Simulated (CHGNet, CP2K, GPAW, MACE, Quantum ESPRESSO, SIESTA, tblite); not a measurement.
## Nb(100)/C(110) interface (80 atoms) in other programs, against a plane-wave reference

Aim: run Nb(100)/C(110) interface (80 atoms) in several programs and set results and cost side by side. A plane-wave run serves as the reference.

Main program and level: Quantum ESPRESSO 7.5; Kohn-Sham DFT, PBE, SSSP efficiency 1.3.0 pseudopotentials, plane waves.

## (1) The starting structure

The cell holds 80 atoms: 20 Nb and 60 C. Its edges and angles: a = 7.134 Å, b = 7.567 Å, c = 24.460 Å, α = 90.0°, β = 90.0°, γ = 90.0°. Bcc Nb(100), 4 repeat layers, 5 surface cells, strained -3.32 and +2.54 %; diamond-structure C(110), 5 layers, 6 cells, -0.00 and -0.00 %; outer planes 2.45 Å apart, 12 Å of vacuum above; not relaxed, displaced by a Gaussian of 0.02 Å. Then every atom was moved at random, 0.02 Å r.m.s. a Cartesian component. Regions: Nb, 20 atoms (20 Nb); C, 60 atoms (60 C). Vacuum lies along c.

## (2) Plane-wave reference

Input file pw.in:

```
&control
  calculation = 'scf'
  pseudo_dir = './pseudo'
  outdir = './tmp'
  disk_io = 'none'
  tprnfor = .true.
/
&system
  ibrav = 0
  nat = 80
  ntyp = 2
  ecutwfc = 45
  ecutrho = 360
  nosym = .true.
  occupations = 'smearing'
  smearing = 'fd'
  degauss = 0.003675
/
&electrons
  conv_thr = 4.0e-07
  electron_maxstep = 100
  mixing_beta = 0.2
  mixing_mode = 'local-TF'
  diagonalization = 'david'
/
ATOMIC_SPECIES
Nb 92.906 Nb.upf
C 12.011 C.upf
CELL_PARAMETERS angstrom
7.13400 0.00000 0.00000
0.00000 7.56670 0.00000
0.00000 0.00000 24.45984
ATOMIC_POSITIONS crystal
Nb 0.59519 0.79450 0.24563
Nb 0.90035 0.69875 0.31384
Nb 0.59631 0.79944 0.37907
Nb 0.49538 0.49888 0.44656
Nb 0.19824 0.59914 0.24606
Nb 0.50701 0.50118 0.31056
Nb 0.20004 0.59623 0.38106
Nb 0.10307 0.29962 0.44931
Nb 0.80662 0.40440 0.24479
Nb 0.10001 0.29925 0.31171
Nb 0.80088 0.39729 0.37973
Nb 0.69693 0.09898 0.44718
[... 64 atom lines left out ...]
C 0.13176 0.73857 0.70091
C 0.25873 0.91013 0.70408
C 0.37529 0.91300 0.75234
C 0.00572 0.74088 0.75417
K_POINTS gamma
```

The run is started by

```console
> OMP_NUM_THREADS=1 mpirun -np 4 pw.x -in pw.in > output.txt
```

Log:

```text
Program PWSCF
     gamma-point specific algorithms are used
     one sub-group per band group will be used
     scalapack distributed-memory algorithm (size of sub-group:  2*  2 procs)
     Parallelization info
     sticks:   dense  smooth     PW     G-vecs:    dense   smooth      PW
     Min        1382     689    171               256990    90850   11348
     Max        1385     692    172               256991    90858   11352
     Sum        5531    2761    687              1027961   363417   45401
     bravais-lattice index     =            0
     lattice parameter (alat)  =      13.4813  a.u.
     unit-cell volume          =    8910.2489 (a.u.)^3
     number of atoms/cell      =           80
     number of atomic types    =            2
     number of electrons       =       500.00
[... lines left out ...]
     scf convergence threshold =      4.0E-07
[... lines left out ...]
     number of k points=     1  Fermi-Dirac smearing, width (Ry)=  0.0037
[... lines left out ...]
     total energy              =   -7789.36359911 Ry
[... lines left out ...]
     total energy              =   -7785.13603599 Ry
[... lines left out ...]
     total energy              =   -7787.14994848 Ry
[... lines left out ...]
     total energy              =   -7787.01449355 Ry
[... lines left out ...]
     iteration # 30     ecut=    45.00 Ry     beta= 0.20
     total energy              =   -7787.01449372 Ry
     estimated scf accuracy    <       0.00000062 Ry
     iteration # 31     ecut=    45.00 Ry     beta= 0.20
     End of self-consistent calculation
          k = 0.0000 0.0000 0.0000 ( 22701 PWs)   bands (ev):
   -48.8792 -48.8524 -48.8389 -48.8169 -48.8094 -48.7396 -48.6644 -48.6353
   -48.6103 -48.5822 -48.2130 -48.1658 -48.1549 -48.1457 -48.1390 -48.0147
   -47.9969 -47.9908 -47.9752 -47.9400 -25.1788 -25.1651 -25.1510 -25.1374
[...]
8.0529   8.0803   8.2240   8.2394   8.3117   8.3576   8.5011   8.6896
     8.8191   8.8448   8.8555   8.8979   8.9898   9.0002   9.0642   9.1303
     9.1609   9.3636   9.4836   9.5803
     the Fermi energy is     6.2661 ev
!    total energy              =   -7787.01449364 Ry
     total all-electron energy =   -157366.999887 Ry
     estimated scf accuracy    <       0.00000021 Ry
     smearing contrib. (-TS)   =      -0.03880033 Ry
     internal energy E=F+TS    =   -7786.97569331 Ry
     The total energy is F=E-TS. E is the sum of the following terms:
     one-electron contribution =  -21523.88215799 Ry
     hartree contribution      =   10936.64277348 Ry
     xc contribution           =    -853.40182906 Ry
     ewald contribution        =    8193.29196821 Ry
     one-center paw contrib.   =   -4539.62644797 Ry
     convergence has been achieved in  31 iterations
     Forces acting on atoms (cartesian axes, Ry/au):
     atom    1 type  1   force =     0.00749123   -0.00132403   -0.02055719
     atom    2 type  1   force =     0.00170983    0.01575307   -0.01473573
     atom    3 type  1   force =    -0.00024544    0.00909980    0.00959059
[...]
atom   79 type  2   force =     0.24855273   -0.04824212    0.04956534
     atom   80 type  2   force =    -0.18241021    0.01557922   -0.03247909
     Total force =     1.107624     Total SCF correction =     0.001811
     Message from routine punch:
     Nothing written, as per user request (disk_io='none')
```

Run time: 4.8 min. Hardware: 4 MPI ranks of Arm Neoverse V1, shared host; peak memory 2.7 GiB.

Banners and routine set-up lines are dropped from the logs; longer cuts are marked.

Numbers from this run:

* r.m.s. force component: 1.838 eV/Å
* longest force: 6.633 eV/Å

## (3) Structure statistics

Normalised to the volume that the atoms fill. Pair distribution functions g(r), in bins of 0.1 Å:

```tsv
r (Å)	total	C-C	C-Nb	Nb-Nb
1.35	0.00	0.00	0.00	0.00
1.45	1.35	2.40	0.00	0.00
1.55	6.99	12.40	0.00	0.00
1.65	0.51	0.91	0.00	0.00
1.75	0.00	0.00	0.00	0.00
1.85	0.00	0.00	0.00	0.00
1.95	0.00	0.00	0.00	0.00
2.05	0.00	0.00	0.00	0.00
2.15	0.00	0.00	0.00	0.00
2.25	0.00	0.00	0.00	0.00
2.35	0.00	0.00	0.00	0.00
2.45	2.81	5.00	0.00	0.00
2.55	5.97	10.50	0.24	0.00
2.65	0.22	0.25	0.22	0.00
2.75	0.30	0.00	0.00	4.89
2.85	1.50	1.26	0.07	12.30
2.95	5.03	8.22	0.12	5.82
3.05	0.89	1.47	0.17	0.00
3.15	0.21	0.00	0.21	2.16
3.25	0.33	0.00	0.05	4.99
3.35	0.49	0.00	0.09	7.23
3.45	0.11	0.14	0.09	0.00
3.55	1.66	2.85	0.16	0.00
3.65	0.38	0.60	0.12	0.00
3.75	0.17	0.17	0.18	0.00
3.85	2.08	3.56	0.21	0.00
3.95	1.17	2.04	0.07	0.00
4.05	0.11	0.02	0.25	0.00
4.15	0.11	0.00	0.30	0.00
4.25	0.32	0.44	0.20	0.00
4.35	3.86	6.73	0.19	0.00
4.45	0.96	1.55	0.16	0.47
4.55	0.96	1.13	0.33	3.30
4.65	2.40	3.68	0.31	3.46
4.75	0.43	0.23	0.14	4.02
4.85	0.12	0.00	0.27	0.27
4.95	0.36	0.46	0.28	0.00
5.05	1.43	2.34	0.30	0.00
5.15	0.29	0.36	0.23	0.00
5.25	2.19	3.61	0.21	1.24
5.35	0.98	1.26	0.31	2.51
5.45	0.54	0.00	0.33	6.61
5.55	0.78	0.77	0.39	3.24
5.65	2.13	3.26	0.29	3.05
```

Bonds by pair of elements; cutoffs follow the first minimum of g(r), held within bounds set by covalent radii, and pairs that aren't listed don't count as bonded (cutoffs were set anew for this text, so counts can differ from the run's own analysis):

```tsv
pair A-B	cutoff (Å)	bonds	mean length (Å)	spread (Å)	shortest (Å)	B about A	A about B
C-C	1.85	108	1.55	0.039	1.44	3.6	3.6
```

How many atoms have how many bonded neighbours:

```tsv
element	mean	0	3	4
C	3.6	0	24	36
Nb	0	20	0	0
```

Rings of the network by King's shortest-path rule, up to 12 atoms, one path for each pair of neighbours; H, halogens, alkali and alkaline-earth atoms are left out:

```tsv
ring size (atoms)	rings	per network atom
6	83	1.04
```

## (4) What was run beside it

The programs:
- CHGNet: machine-learned potential, published weights.
- CP2K 2026.2: Gaussian basis with GTH pseudopotentials and a plane-wave density; labels give functional, basis (MOLOPT sets; SR short-range, UZH the newer set with its own potentials), grid cutoff/relative cutoff and solver (OT: orbital transformation; TRS4, TC2, SIGN: linear-scaling purification with its sparsity filter), or its built-in tight binding.
- MACE: machine-learned potential, published weights.
- SIESTA 5.4.2: numerical atomic orbitals, whose automatically made sets are far from complete, with PseudoDojo norm-conserving potentials that we converted to its format (checked against plane waves on the same files for H, C, O, Si, Ge and Ca alone); labels give functional, basis size, energy shift and mesh cutoff.
- tblite 0.8.0: extended tight binding, driven from Python.

All use the same cell and atoms; the electronic-structure runs use the same k-mesh, and an electronic temperature of 580 K (0.05 eV) where levels are smeared.

Differences are against the plane-wave reference, forces as r.m.s. over components; share is that over the reference's r.m.s. force, slope the least-squares factor from reference forces to these. Total energies of different programs have different zeros and aren't compared.

```tsv
run	Δ force, r.m.s. (meV/Å)	share (%)	slope	cores	CPU time	memory (GiB)
reference	-	-	-	4	19 min	2.7
CHGNet 0.3.0 potential	631	34.3	0.919	1	5 s	3.2
CHGNet r2SCAN potential	695	37.8	0.803	1	4.3 s	3.3
CP2K PBE, DZVP-MOLOPT-SR, 300/50 Ry, diagonalisation (coarse)	61.9	3.37	1.026	2	20 min	1.8
CP2K PBE, DZVP-MOLOPT-SR, 600/50 Ry, diagonalisation	59.9	3.26	1.026	4	27 min	6.2
MACE MP-0b3 medium potential	466	25.4	0.886	1	8.2 s	1.2
SIESTA PBE, DZP, shift 0.005 Ry, mesh 300 Ry	159	8.65	1.002	2	16 min	1.8
SIESTA PBE, DZP, shift 0.01 Ry, mesh 300 Ry	145	7.89	1.005	2	11 min	1.5
tblite GFN1-xTB	482	26.2	0.944	1	4.1 s	0.13
```

Rows marked coarse use a setting chosen to be so.

Times of the machine-learned potentials are mostly Python's start and the loading of weights.

CPU time is summed over cores on a shared host, where runs went side by side, so it is rough. Symmetry, cutoffs, thresholds, outputs and thread counts weren't matched or tuned between programs; memory under MPI is the largest rank's times the ranks.

Runs without a result: GPAW PBE, LCAO dzp, h 0.2 Å (cut off at its time limit of 14 min); GPAW PBE, LCAO szp(dzp), h 0.2 Å (cut off at its time limit of 7.3 min).

Mean charges by element (e), by run and scheme:

```tsv
run	scheme	Nb	C
CP2K PBE, DZVP-MOLOPT-SR, 600/50 Ry, diagonalisation	Mulliken	+0.01	0.00
CP2K PBE, DZVP-MOLOPT-SR, 600/50 Ry, diagonalisation	Hirshfeld	+0.04	-0.01
SIESTA PBE, DZP, shift 0.005 Ry, mesh 300 Ry	Hirshfeld	+0.04	-0.01
SIESTA PBE, DZP, shift 0.01 Ry, mesh 300 Ry	Hirshfeld	+0.03	-0.01
tblite GFN1-xTB	Mulliken	+0.03	-0.01
```

Within one program, basis, potentials and functional, energies share a zero. Each run against its twin at the usual cutoff or grid and solver:

```tsv
run	twin	Δ energy (meV/atom)	Δ force, r.m.s. (meV/Å)	CPU time over the twin's
CP2K PBE, DZVP-MOLOPT-SR, 300/50 Ry, diagonalisation	DZVP-MOLOPT-SR, 600/50 Ry, diagonalisation	0.0223	11.1	0.76 (this twin ran on 4 cores)
```

A second geometry, displaced anew (every atom was moved at random, 0.04 Å r.m.s. a Cartesian component (hydrogen 0.6 of that)), gives an energy difference that all programs can be tested on. The reference puts it at 39.27 meV/atom.

```tsv
run	energy less the first geometry's (meV/atom)	error (meV/atom)	force share at the second geometry (%)
MACE MP-0b3 medium potential	38.76	-0.519	25.1
SIESTA PBE, DZP, shift 0.01 Ry, mesh 300 Ry	42.10	2.83	8.60
CHGNet 0.3.0 potential	40.78	1.50	29.3
CP2K PBE, DZVP-MOLOPT-SR, 600/50 Ry, diagonalisation	39.86	0.589	2.32
tblite GFN1-xTB	46.10	6.83	22.3
CHGNet r2SCAN potential	47.03	7.75	34.0
SIESTA PBE, DZP, shift 0.005 Ry, mesh 300 Ry	42.37	3.09	9.45
CP2K PBE, DZVP-MOLOPT-SR, 300/50 Ry, diagonalisation	39.83	0.556	2.35
```

## (5) Summary of results

| Quantity | Value |
| --- | --- |
| reference r.m.s. force component | 1.84 eV/Å |
| nearest in forces | CP2K PBE, DZVP-MOLOPT-SR, 600/50 Ry, diagonalisation, 3.3 % |
| farthest in forces | CHGNet r2SCAN potential, 38 % |
| cheapest electronic-structure run beside the reference | tblite GFN1-xTB, 4.1 s of CPU time |

In words: The PBE runs in local orbitals, coarse settings apart, differ by 3.3 % (CP2K PBE, DZVP-MOLOPT-SR, 600/50 Ry, diagonalisation) to 8.7 % (SIESTA PBE, DZP, shift 0.005 Ry, mesh 300 Ry); basis, grid and potentials can all enter. Tight binding differs by 26 % (tblite GFN1-xTB); it is another model, with fitted parameters of its own, and the xTB methods hold dispersion. Machine-learned potentials differ by 25 % (MACE MP-0b3 medium potential) to 38 % (CHGNet r2SCAN potential); they were trained on other programs' data, some at another functional. Runs with settings chosen to be coarse differ by 3.4 % (CP2K PBE, DZVP-MOLOPT-SR, 300/50 Ry, diagonalisation), their programs' other errors included. One electronic-structure run takes under half the reference's CPU time: tblite GFN1-xTB, at 26 % in 4.1 s against 19 min. The mean charges agree among these rows within 0.03 e. The energy difference between the two geometries, 39.3 meV/atom in the reference, is met best by MACE MP-0b3 medium potential (-0.519) and worst by CHGNet r2SCAN potential (+7.75). In the reference: levels near the Fermi energy are neither full nor empty under the smearing, so no gap is quoted. In the reference: first main peaks of g(r), for some of the pairs, lie near 1.54 Å (C-C) and 2.85 Å (Nb-Nb). Periodic xTB results under one method name differ between programs and library versions. Machine-learned potentials mimic data converged in k, so the reference's own k-point error enters their differences. The host structure and its lattice constant were typed by rule, without a check against the phase diagram. The electronic-structure runs sample only Γ, in a cell whose shortest periodic width is 7 Å, which is coarse for a cell with partly filled levels.

[Long decimals in the printed logs are rounded to 6 places.]

[Also dropped from logs without a mark: lines with file paths, logging warnings of Python, QE's lines on negative density and diagonalisation, SIESTA's first energy breakdown, zero terms and Voronoi charges.]

[Logs are printed without paths, hosts, clocks, repeated set-up lines and the standing remarks that a program may print on its own settings, such as how far it seeks lower states.]

[Hosts, paths, dates, database ids (printed as entryN), source tags and the programs' standing remarks are cut or masked in the printed files.]

[Not all failed runs are listed: runs killed by the host, ended in a Python traceback or in CONQUEST's support-function errors, and SIESTA runs with faulty potentials for Cu, Fe, Ni or Zn are left out.]
